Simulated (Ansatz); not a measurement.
**Diamond (Fd-3m, 2 atoms a cell): converging the G0W0 gap**

Wanted: a G0W0 gap for Diamond (Fd-3m, 2 atoms a cell) that is converged in bands and cutoff, or an estimate of the limit.

Method: G0W0 on PBE, plane waves, PAW, in Ansatz 0.2.0.

Report form: the programs' logs are mostly left out.

### Step 1. The starting structure

Symmetry: Fd-3m, No. 227, cubic system. The conventional cell has a = 3.567 Å, b = 3.567 Å, c = 3.567 Å, α = 90.00°, β = 90.00°, γ = 90.00°. C has 4 C at 1.54 Å nearest.

The cell and positions come from the Crystallography Open Database and are kept as given unless a step says otherwise.

### Step 2. 47 empty bands, screening to 150 eV

G0W0 replaces the xc potential by the self-energy, built once from these orbitals. Only a window of levels is corrected, while the sums run over the empty bands that the input names. This step takes hard PAW files.

Contents of input.yaml:

```yaml
crystal:
  lattice:
    - [0.0, 1.78337, 1.78337]
    - [1.78337, 0.0, 1.78337]
    - [1.78337, 1.78337, 0.0]
  atoms:
    - { symbol: C, position: [0.0, 0.0, 0.0] }
    - { symbol: C, position: [0.25, 0.25, 0.25] }
kpoints:
  mp_grid: { grid: [12, 12, 12] }
hamiltonian:
  xc: pbe
  pseudopotentials: { kind: paw, source: ansatz }
scf:
  occupations: { method: fixed }
gw:
  n_empty_bands: 47
  ecut_chi: 150
  qp_bands: [v2, c2]
  qp_kpoints: band_edges
  screening: { model: contour_deformation }
```

Run with:

```bash
$ ansatz run input.yaml --threads 4 --pin off --max-ram 138240MiB --backend cuda --events-out ev --progress --plain --runs-dir out --devices 1 --max-vram 26GiB
```

Elapsed: 87 s, on 1 × NVIDIA H100 80GB HBM3 (shared by 3 runs) with 4 threads of AMD EPYC 7R13 (Zen 3), shared host; peak memory 1 GiB.

This step gave:

| Property | Result |
| --- | --- |
| bands summed | 51 |
| RPA ε∞ on this mesh (eigenvalues) | 5.551, 5.551, 5.551 |
| plane waves in the screening matrix | 59 |
| q-points in the mesh | 1728 |
| G0W0 gap on the mesh | 5.456 eV |
| k of the valence top | 0, 0, 0 |
| k of the conduction bottom | 0, 0.4167, 0.4167 |
| starting gap on the mesh | 4.158 eV |
| Z at the valence top | 0.8292 |
| Z at the conduction bottom | 0.8412 |
| least direct G0W0 gap on the computed points | 7.280 eV |

The gap on the mesh goes from 4.16 eV to 5.46 eV, a correction of +1.30 eV, though a band edge has moved to another state.

### Step 3. 101 empty bands, screening to 250 eV

Bands and screening cutoff are moved together, since each hides the error of the other.

Edit input.yaml of step 2 so:

```diff
@@ -16,4 +16,4 @@
 gw:
-  n_empty_bands: 47
-  ecut_chi: 150
+  n_empty_bands: 101
+  ecut_chi: 250
   qp_bands: [v2, c2]
```

The job ended after 91 s (1 × NVIDIA H100 80GB HBM3 (shared by 3 runs) with 4 threads; peak memory 1.2 GiB; 3 min of CPU time).

This step gave:

| Item | Value |
| --- | --- |
| bands summed | 105 |
| RPA ε∞ on this mesh (eigenvalues) | 5.536, 5.536, 5.536 |
| plane waves in the screening matrix | 113 |
| q-points in the mesh | 1728 |
| G0W0 gap on the mesh | 5.576 eV |
| k of the valence top | 0, 0, 0 |
| k of the conduction bottom | 0, 0.3333, 0.3333 |
| starting gap on the mesh | 4.158 eV |
| Z at the valence top | 0.8277 |
| Z at the conduction bottom | 0.8384 |
| least direct G0W0 gap on the computed points | 7.374 eV |

Against the run with 12×12×12 mesh, 47 empty bands, screening to 150 eV, hard PAW files, the gap moves by +0.12 eV.

### Step 4. 190 empty bands, screening to 380 eV

Edit input.yaml of step 3 so:

```diff
@@ -16,4 +16,4 @@
 gw:
-  n_empty_bands: 101
-  ecut_chi: 250
+  n_empty_bands: 190
+  ecut_chi: 380
   qp_bands: [v2, c2]
```

Run time: 1.8 min. Hardware: 1 × NVIDIA H100 80GB HBM3 (shared by 3 runs) with 4 threads; peak memory 1.7 GiB.

Numbers from this step:

```yaml
bands_summed: 194
rpa_eps_infinity_on_this_mesh_eigenvalues: 5.534, 5.534, 5.534
plane_waves_in_the_screening_matrix: 181
g0w0_gap_on_the_mesh: 5.622 eV
k_of_the_valence_top: 0, 0, 0
k_of_the_conduction_bottom: 0, 0.3333, 0.3333
starting_gap_on_the_mesh: 4.158 eV
least_direct_g0w0_gap_on_the_computed_points: 7.403 eV
```

Against the run with 12×12×12 mesh, 101 empty bands, screening to 250 eV, hard PAW files, the gap moves by +0.05 eV.

### Step 5. 305 empty bands, screening to 520 eV

Edit input.yaml of step 4 so:

```diff
@@ -16,4 +16,4 @@
 gw:
-  n_empty_bands: 190
-  ecut_chi: 380
+  n_empty_bands: 305
+  ecut_chi: 520
   qp_bands: [v2, c2]
```

The job ended after 2.7 min (1 × NVIDIA H100 80GB HBM3 (shared by 3 runs) with 4 threads; peak memory 2.7 GiB).

This step gave:

| Quantity | Value |
| --- | --- |
| bands summed | 309 |
| RPA ε∞ on this mesh (eigenvalues) | 5.530, 5.530, 5.530 |
| plane waves in the screening matrix | 307 |
| G0W0 gap on the mesh | 5.642 eV |
| k of the valence top | 0, 0, 0 |
| k of the conduction bottom | 0, 0.3333, 0.3333 |
| starting gap on the mesh | 4.158 eV |
| least direct G0W0 gap on the computed points | 7.415 eV |

Against the run with 12×12×12 mesh, 190 empty bands, screening to 380 eV, hard PAW files, the gap moves by +0.020 eV.

### Step 6. Changing the k mesh: 16×16×16 mesh, 47 empty bands, screening to 150 eV, hard PAW files

A second mesh at equal bands and cutoff isolates the sampling error. Bands and cutoff differ from the step before, so it is read against an earlier run that matches them.

Edit input.yaml of step 5 so:

```diff
@@ -9,3 +9,3 @@
 kpoints:
-  mp_grid: { grid: [12, 12, 12] }
+  mp_grid: { grid: [16, 16, 16] }
 hamiltonian:
@@ -16,4 +16,4 @@
 gw:
-  n_empty_bands: 305
-  ecut_chi: 520
+  n_empty_bands: 47
+  ecut_chi: 150
   qp_bands: [v2, c2]
```

Elapsed: 4.6 min, on 1 × NVIDIA H100 80GB HBM3 (shared by 3 runs) with 4 threads; peak memory 1.2 GiB.

Numbers from this step:

```
bands summed                                 : 51
RPA ε∞ on this mesh (eigenvalues)            : 5.549, 5.549, 5.549
plane waves in the screening matrix          : 59
G0W0 gap on the mesh                         : 5.400 eV
k of the valence top                         : 0, 0, 0
k of the conduction bottom                   : 0, 0.375, 0.375
starting gap on the mesh                     : 4.137 eV
least direct G0W0 gap on the computed points : 7.278 eV
```

Against the run with 12×12×12 mesh, 47 empty bands, screening to 150 eV, hard PAW files, the gap moves by −0.06 eV, while the start moved by −0.02 eV. A band edge is found at another k point on this mesh.

### Step 7. Side by side

Times are wall times on 1 × NVIDIA H100 80GB HBM3 (shared by 3 runs) with 4 threads of AMD EPYC 7R13 (Zen 3), shared host, good to a factor of about two.

| mesh | files | frequency | bands summed | cutoff (eV) | start (eV) | G0W0 (eV) | time | host memory (GiB) |
| --- | --- | --- | --- | --- | --- | --- | --- | --- |
| 12×12×12 | hard PAW | contour deformation | 51 | 150 | 4.158 | 5.456 | 87 s | 1.0 |
| 12×12×12 | hard PAW | contour deformation | 105 | 250 | 4.158 | 5.576 | 91 s | 1.2 |
| 12×12×12 | hard PAW | contour deformation | 194 | 380 | 4.158 | 5.622 | 1.8 min | 1.7 |
| 12×12×12 | hard PAW | contour deformation | 309 | 520 | 4.158 | 5.642 | 2.7 min | 2.7 |
| 16×16×16 | hard PAW | contour deformation | 51 | 150 | 4.137 | 5.400 | 4.6 min | 1.2 |

The parts of the quasiparticle energy at the two band edges (eV; QP = start + Σx + Σc − Vxc):

| run | edge | start | Σx | Σc | Vxc | Z | QP |
| --- | --- | --- | --- | --- | --- | --- | --- |
| 51 bands | valence top | 13.36 | -20.05 | 1.69 | -17.77 | 0.83 | 12.78 |
| 51 bands | conduction bottom | 17.58 | -9.43 | -4.81 | -14.89 | 0.84 | 18.24 |
| 105 bands | valence top | 13.36 | -20.05 | 1.39 | -17.77 | 0.83 | 12.47 |
| 105 bands | conduction bottom | 17.52 | -9.77 | -4.96 | -15.26 | 0.84 | 18.05 |
| 194 bands | valence top | 13.36 | -20.05 | 1.26 | -17.77 | 0.83 | 12.34 |
| 194 bands | conduction bottom | 17.52 | -9.77 | -5.04 | -15.26 | 0.84 | 17.97 |
| 309 bands | valence top | 13.36 | -20.05 | 1.20 | -17.77 | 0.83 | 12.29 |
| 309 bands | conduction bottom | 17.52 | -9.77 | -5.07 | -15.26 | 0.84 | 17.93 |

 Where G0W0 reorders the edges (51 bands), the two states listed lie further apart at the start than the starting gap.

### Step 8. What came out

| Item | Value |
| --- | --- |
| 51 bands, 150 eV | 5.456 eV |
| 105 bands, 250 eV | 5.576 eV |
| 194 bands, 380 eV | 5.622 eV |
| 309 bands, 520 eV | 5.642 eV |
| estimated limit in bands and cutoff | 5.68 eV |
| mesh and start | 12×12×12, PBE |

What this shows: A line in one over the bands through the two highest rungs gives 5.68 eV, +0.03 eV from the top rung; the pair below gives 5.68 eV, in fair agreement. The rungs stand 0.22 eV (51 bands), 0.10 eV (105 bands), 0.05 eV (194 bands) and 0.03 eV (309 bands) from it. From 51 to 309 bands the gap moves by +0.19 eV. On the 16×16×16 mesh in place of 12×12×12 the gap differs by −0.06 eV, of which −0.02 eV is already in the start. The cheapest rung within 0.1 eV of this estimate is that with 105 bands (91 s). Gaps are over the mesh's points; an edge off the mesh would be missed.

[Paths, hosts, dates, memory and timing lines, banners, echoed tables and standing remarks are left out of the program output.]

[Logs are printed without paths, hosts, clocks, repeated set-up lines and the standing remarks that a program may print on its own settings, such as how far it seeks lower states.]

[Runs of the session that timed out or met a known fault of the program may be left out.]

[Cells called generated may have been cut or substituted from an entry of the Crystallography Open Database or the Materials Project.]

[Hosts, paths, dates, database ids (printed as entryN), source tags and the programs' standing remarks are cut or masked in the printed files.]
